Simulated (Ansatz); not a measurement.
# Br on W(110): change of the work function, part 2 of 2

Wanted: Δφ(θ) for Br/W(110), starting from the longbridge site.

Ansatz 0.2.0; plane-wave DFT, LDA, Ansatz PAW.

So far, work function, upper face (eV): step 2 (the clean slab) 5.05; step 3 (37 atoms, coverage 0.111 ML, cell 3x3) 4.64; step 4 (17 atoms, coverage 0.25 ML, cell 2x2) 4.24; step 5 (18 atoms, coverage 0.5 ML, cell 2x2) 4.02.

**6. The covered slab, k-mesh 12×12×1, coverage 1 ML**

System of this step: W4Br (Br/W(110)). The cell holds 5 atoms: 4 W and 1 Br. Its edges and angles: a = 2.737 Å, b = 2.737 Å, c = 27.063 Å, α = 90.0°, β = 90.0°, γ = 70.5°. Vacuum lies along c.

input.yaml

```yaml
crystal:
  lattice:
    - [2.2344574285, -1.58, 0.0]
    - [2.2344574285, 1.58, 0.0]
    - [0.0, 0.0, 27.0633793813]
  atoms:
    - { symbol: W, position: [0.0, 0.0, 0.3325527043] }
    - { symbol: W, position: [0.5, 0.5, 0.4151165777] }
    - { symbol: W, position: [0.0, 0.0, 0.4964856694] }
    - { symbol: W, position: [0.5, 0.5, 0.5749155907] }
    - { symbol: Br, position: [0.0, 0.0, 0.6674472957] }
kpoints:
  mp_grid: { grid: [12, 12, 1] }
hamiltonian:
  xc: lda
scf:
  occupations: { method: fermi_dirac, width: 0.1 }
  convergence: { dr2_threshold: 1.0e-08 }
efield:
  axis: 3
  dipole_correction: true
  ramp_position: 0.97
  ramp_width: 0.06
relax:
  f_tol: 0.02
  max_steps: 60
  constraints: [{ sites: [0, 1] }]
output:
  bader: true
  write_potential: true
  write_density: true
  volumetric_format: npy
```

Command:

```console
> ansatz run input.yaml --threads 4 --pin off --max-ram 12288MiB --backend cpu --events-out ev --progress --plain --runs-dir out
```

Wall time 41 s (4 threads of Arm Neoverse V1, shared host); peak memory 0.58 GiB.

Step by step:

```csv
step,energy less that of the first step (eV),largest force component (eV/Å)
1,0.0000,0.2179
2,-0.0199,0.1246
3,-0.0184,0.2100
4,-0.0208,0.0009
```

Relaxation step 3 was tried and not accepted.

Forces are held to the 4 operations that the run works with; a distortion that breaks them can't arise in this run.

The atoms that moved most (Å):

```csv
atom,dx,dy,dz,length
Br5,0.000,0.000,-0.184,0.184
W4,0.000,0.000,0.019,0.019
W3,0.000,0.000,-0.005,0.005
```

Final coordinates:

```xyz
5
Lattice="2.2345 -1.5800 0.0000 2.2345 1.5800 0.0000 0.0000 0.0000 27.0634" Properties=species:S:1:pos:R:3
W     0.0000    0.0000    9.0000
W     2.2345    0.0000   11.2345
W     0.0000    0.0000   13.4315
W     2.2345    0.0000   15.5778
Br    0.0000    0.0000   17.8791
```

The relaxation took 4 steps and lowered the energy by 0.021 eV; the largest force on the free atoms ends at 8.7e-4 eV/Å.

The covered face has 4.14 eV, -0.91 eV against the clean one; the bare back face has moved by -0.05 eV, a measure of how thin the slab is.

**7. Work function against coverage**

This step: plane-wave DFT, LDA, Ansatz PAW; work function against coverage (Ansatz 0.2.0).

The runs are now put side by side.

Numbers from this step:

* work function of the clean face: 5.046 eV
* largest change of the work function: -1.031 eV

Work function of the covered face against coverage:

```csv
coverage (adsorbates/nm²),work function of the covered face (eV)
0.00,5.05
1.57,4.64
3.54,4.24
7.08,4.02
14.16,4.14
```

The dipole per adsorbate comes from the change of the cell's dipole. Coverage, by row:

```csv
coverage (1/nm²),coverage (ML),work function (eV),change (eV),"dipole per adsorbate, positive end outwards (debye)",mean height of the added atoms over the highest substrate atom (Å)
1.573,0.1111,4.643,-0.4038,0.672,1.982
3.541,0.25,4.236,-0.8099,0.596,2.012
7.081,0.5,4.015,-1.031,0.387,2.071
14.16,1,4.137,-0.909,0.161,2.301
```

**8. The slab at 0.25 ML, atoms frozen**

This step: plane-wave DFT, LDA, Ansatz PAW (Ansatz 0.2.0).

System of this step: W16Br (Br/W(110)). The cell holds 17 atoms: 16 W and 1 Br. Cell: a = 5.473 Å, b = 5.473 Å, c = 27.063 Å, α = 90.0°, β = 90.0°, γ = 70.5°. Vacuum lies along c.

To see where the charge goes, the covered slab, the bare substrate and the adsorbate layer are each run at the same frozen positions and on the same grid.

input.yaml

```yaml
crystal:
  lattice:
    - [4.468914857, -3.16, 0.0]
    - [4.468914857, 3.16, 0.0]
    - [0.0, 0.0, 27.0633793813]
  atoms:
    - { symbol: W, position: [0.0, 0.0, 0.3325527043] }
    - { symbol: W, position: [0.25, 0.25, 0.4151165777] }
    - { symbol: W, position: [0.0, 0.0, 0.4959644948] }
    - { symbol: W, position: [0.253015838, 0.253015838, 0.5760055362] }
    - { symbol: W, position: [0.0, 0.5, 0.3325527043] }
    - { symbol: W, position: [0.25, 0.75, 0.4151165777] }
    - { symbol: W, position: [0.0, 0.5, 0.4972248644] }
    - { symbol: W, position: [0.2553338344, 0.7446661656, 0.5749106142] }
    - { symbol: W, position: [0.5, 0.0, 0.3325527043] }
    - { symbol: W, position: [0.75, 0.25, 0.4151165777] }
    - { symbol: W, position: [0.5, 0.0, 0.4972248644] }
    - { symbol: W, position: [0.7446661656, 0.2553338344, 0.5749106142] }
    - { symbol: W, position: [0.5, 0.5, 0.3325527043] }
    - { symbol: W, position: [0.75, 0.75, 0.4151165777] }
    - { symbol: W, position: [0.5, 0.5, 0.4951353607] }
    - { symbol: W, position: [0.746984162, 0.746984162, 0.5760055362] }
    - { symbol: Br, position: [0.0, 0.0, 0.6503659304] }
kpoints:
  mp_grid: { grid: [6, 6, 1] }
hamiltonian:
  xc: lda
scf:
  occupations: { method: fermi_dirac, width: 0.1 }
  convergence: { dr2_threshold: 1.0e-08 }
efield:
  axis: 3
  dipole_correction: true
  ramp_position: 0.97
  ramp_width: 0.06
output:
  write_potential: true
  write_density: true
  volumetric_format: npy
```

Wall time 66 s (4 threads); peak memory 2.8 GiB.

Numbers from this step:

```
energy at zero smearing        : -164760.5506 eV
work function, upper face      : 4.236 eV
work function, lower face      : 5.170 eV
dipole along the normal        : 0.1457 e·Å
step between the vacuum levels : -0.9336 eV
```

The work function of the upper face is 4.24 eV.

**9. The substrate of the 0.25 ML cell alone**

System of this step: Br/W(110), substrate alone, atoms held. The cell holds 16 atoms: 16 W. Its edges and angles: a = 5.473 Å, b = 5.473 Å, c = 27.063 Å, α = 90.0°, β = 90.0°, γ = 70.5°. Vacuum lies along c.

The second part, atoms unmoved.

input.yaml: that of step 8 with these lines changed.

```diff
@@ -22,3 +22,2 @@
     - { symbol: W, position: [0.746984162, 0.746984162, 0.5760055362] }
-    - { symbol: Br, position: [0.0, 0.0, 0.6503659304] }
 kpoints:
```

Elapsed: 62 s, on 4 threads; peak memory 2.7 GiB; 4 min of CPU time.

This step gave:

```yaml
energy_at_zero_smearing: -162064.3373 eV
work_function_upper_face: 5.068 eV
work_function_lower_face: 5.182 eV
dipole_along_the_normal: 0.01772 e·Å
step_between_the_vacuum_levels: -0.1135 eV
```

The work function of the upper face is 5.07 eV.

**10. The adsorbate layer of the 0.25 ML cell alone**

System of this step: Br/W(110), adsorbate layer alone, atoms held. The cell holds 1 atom: 1 Br. Cell: a = 5.473 Å, b = 5.473 Å, c = 27.063 Å, α = 90.0°, β = 90.0°, γ = 70.5°. Vacuum lies along c.

The third part; a free layer of atoms may carry a moment, so spin is on.

input.yaml, the sections that differ from step 9:

```yaml
crystal:
  lattice:
    - [4.468914857, -3.16, 0.0]
    - [4.468914857, 3.16, 0.0]
    - [0.0, 0.0, 27.0633793813]
  atoms:
    - { symbol: Br, position: [0.0, 0.0, 0.6503659304], spin: 1.0 }
magnetization:
  spin_polarized: true
# kpoints, hamiltonian, scf, efield, output: as in step 9
```

It took 8.8 s on 4 threads; peak memory 0.84 GiB.

This step gave:

- energy at zero smearing: -2691.9835 eV
- total moment: 0.9949 μB
- site moments: 0.9874 μB
- work function, upper face: 7.605 eV
- dipole along the normal: 6.40e-8 e·Å

Site moment by atom:

```csv
atom,site moment (μB)
Br1,0.987
```

The free layer carries a moment of 1.0 μB a cell.

**11. Density difference at 0.25 ML**

This step: plane-wave DFT, LDA, Ansatz PAW; density difference on adsorption (Ansatz 0.2.0).

The densities of the parts are taken from that of the whole and averaged over planes; the first moment of what is left gives the step in the potential.

This step gave:

| Item | Value |
| --- | --- |
| largest charge moved | 0.002292 e/Å² |
| potential step from the moved charge | -0.8198 eV |

The electron density difference oscillates, so the rows of the table below give means over windows of 1 Å about each position, cut where the curve ends. Its maxima inside the range that stand out by 2 % of the span (Å: e/Å³): 9.9: 2.7e-4, 13.1: 2.2e-4, 14.8: 0.00114, 15.6: 0.00374, 16.9: 0.00560. Its minima: 9.0: -1.9e-4, 11.3: -3.0e-4, 14.1: -6.9e-5, 15.2: -5.2e-4, 16.1: -0.00736, 18.6: -0.00189.

Planar mean, whole system less its parts. Table of electron density difference by z; means over each step:

```csv
z (Å),electron density difference (e/Å³)
5,1.5e-7
6,-2.3e-6
7,-1.8e-5
8,4.5e-5
9,-8.7e-5
10,1.3e-4
11,-1.7e-4
12,8.5e-5
13,1.3e-4
14,1.1e-4
15,7.1e-4
16,-0.00215
17,0.00346
18,-8.7e-4
19,-0.00122
20,-1.5e-4
21,-7.3e-6
22,-1.4e-7
```

Planar mean, whole system less its parts. Electrons moved below z against z:

```csv
z (Å),electrons moved below z (e/Å²)
6,-2.1e-7
7,-9.9e-6
8,-1.6e-5
9,-2.9e-5
10,5.3e-5
11,-6.1e-6
12,-3.7e-5
13,3.8e-5
14,1.6e-4
15,6.4e-4
16,5.4e-4
17,0.00127
18,0.00198
19,4.6e-4
20,2.9e-5
21,1.0e-6
22,1.3e-7
```

**12. The same run with other settings**

This step: plane-wave DFT, LDA, Ansatz PAW (Ansatz 0.2.0).

System of this step: W4Br (Br/W(110)). The cell holds 5 atoms: 4 W and 1 Br. Its edges and angles: a = 2.737 Å, b = 2.737 Å, c = 27.063 Å, α = 90.0°, β = 90.0°, γ = 70.5°. Vacuum lies along c.

An input spoilt on purpose, to show how the run answers: it repeats the earlier run at 1 ML with efield.axis from 3 to 1, and scf.max_iter set to 100.

input.yaml

```yaml
crystal:
  lattice:
    - [2.2344574285, -1.58, 0.0]
    - [2.2344574285, 1.58, 0.0]
    - [0.0, 0.0, 27.0633793813]
  atoms:
    - { symbol: W, position: [0.0, 0.0, 0.3325527043] }
    - { symbol: W, position: [0.5, 0.5, 0.4151165777] }
    - { symbol: W, position: [0.0, 0.0, 0.4964856694] }
    - { symbol: W, position: [0.5, 0.5, 0.5749155907] }
    - { symbol: Br, position: [0.0, 0.0, 0.6674472957] }
kpoints:
  mp_grid: { grid: [12, 12, 1] }
hamiltonian:
  xc: lda
scf:
  occupations: { method: fermi_dirac, width: 0.1 }
  convergence: { dr2_threshold: 1.0e-08 }
  max_iter: 100
efield:
  axis: 1
  dipole_correction: true
  ramp_position: 0.97
  ramp_width: 0.06
relax:
  f_tol: 0.02
  max_steps: 60
  constraints: [{ sites: [0, 1] }]
output:
  bader: true
  write_potential: true
  write_density: true
  volumetric_format: npy
```

The job ended after 0.28 s (4 threads; peak memory 0.4 GiB).

The program refused the input before any cycle.

The program's message: “Error: efield: ion 0 (W) at fractional coordinate 0.0000 along the field axis lies inside the sawtooth ramp with 2 of the planes that the density is read on at each end, [0.8700, 0.1300] — the ramp mu …”

The fault put into the input: the field along an axis without vacuum.

**13. The same run with other settings**

System of this step: W(110). The cell holds 4 atoms: 4 W. Its edges and angles: a = 2.737 Å, b = 2.737 Å, c = 24.703 Å, α = 90.0°, β = 90.0°, γ = 70.5°. Vacuum lies along c.

An input spoilt on purpose, to show how the run answers: it repeats the earlier run at 0 ML with efield.axis from 3 to 0, and scf.max_iter set to 50.

input.yaml

```yaml
crystal:
  lattice:
    - [2.2344574285, -1.58, 0.0]
    - [2.2344574285, 1.58, 0.0]
    - [0.0, 0.0, 24.7033722856]
  atoms:
    - { symbol: W, position: [0.0, 0.0, 0.3643227287] }
    - { symbol: W, position: [0.5, 0.5, 0.4547742429] }
    - { symbol: W, position: [0.0, 0.0, 0.5452257571] }
    - { symbol: W, position: [0.5, 0.5, 0.6356772713] }
kpoints:
  mp_grid: { grid: [12, 12, 1] }
hamiltonian:
  xc: lda
scf:
  occupations: { method: fermi_dirac, width: 0.1 }
  convergence: { dr2_threshold: 1.0e-08 }
  max_iter: 50
efield:
  axis: 0
  dipole_correction: true
  ramp_position: 0.97
  ramp_width: 0.06
relax:
  f_tol: 0.02
  max_steps: 60
  constraints: [{ sites: [0, 1] }]
output:
  write_potential: true
  write_density: true
  volumetric_format: npy
```

The job ended after 0.02 s (4 threads; peak memory 0.031 GiB).

The input was rejected at the start.

The program's message: “Error: invalid value for `efield.axis`: must be in [1, 3]; got 0”

The fault put into the input: an axis of 0, outside the range 1 to 3.

**14. Outcome**

```
work function of the clean face                                                           : 5.05 eV
work function at 0.11 ML                                                                  : 4.64 eV
work function at 0.25 ML                                                                  : 4.24 eV
work function at 0.5 ML                                                                   : 4.02 eV
work function at 1 ML                                                                     : 4.14 eV
dipole per adsorbate at 0.11 ML, positive end outwards                                    : 0.67 D
step of the potential from the moved charge at 0.25 ML, upper less lower side, atoms held : -0.820 eV
```

**Reading.** Br lowers the work function of W(110) at the lowest coverage, by 0.40 eV: the adsorbate layer has its positive end outwards. The dipole per adsorbate falls from 0.67 to 0.16 D as the layer fills. Neighbouring dipoles depolarise each other, and heights and bonding change with coverage too. The work function passes a minimum near 0.5 ML among the coverages run and rises again. An electronegative adsorbate that lowers the work function shows that charge transfer alone doesn't fix the sign: the pushed-back electron tail of the metal and the adsorbate's own polarisation count too. At the highest coverage the adsorbates are pressed to about 2.7 Å, closer than unbonded atoms of this kind usually come, so a real layer may not reach it. The slab has 4 layers, at the tabulated experimental lattice constant, one starting site was run, and quantum-size effects of a slab this thin can reach one or two tenths of an eV.

[Logs are printed without paths, hosts, clocks, repeated set-up lines and the standing remarks that a program may print on its own settings, such as how far it seeks lower states.]

[Hosts, paths, dates, database ids (printed as entryN), source tags and the programs' standing remarks are cut or masked in the printed files.]

[Maps of the electrostatic potential energy from Ansatz leave out the sawtooth potential of an applied field or a dipole correction, so their vacuum need not be flat; planar profiles and work functions include it.]
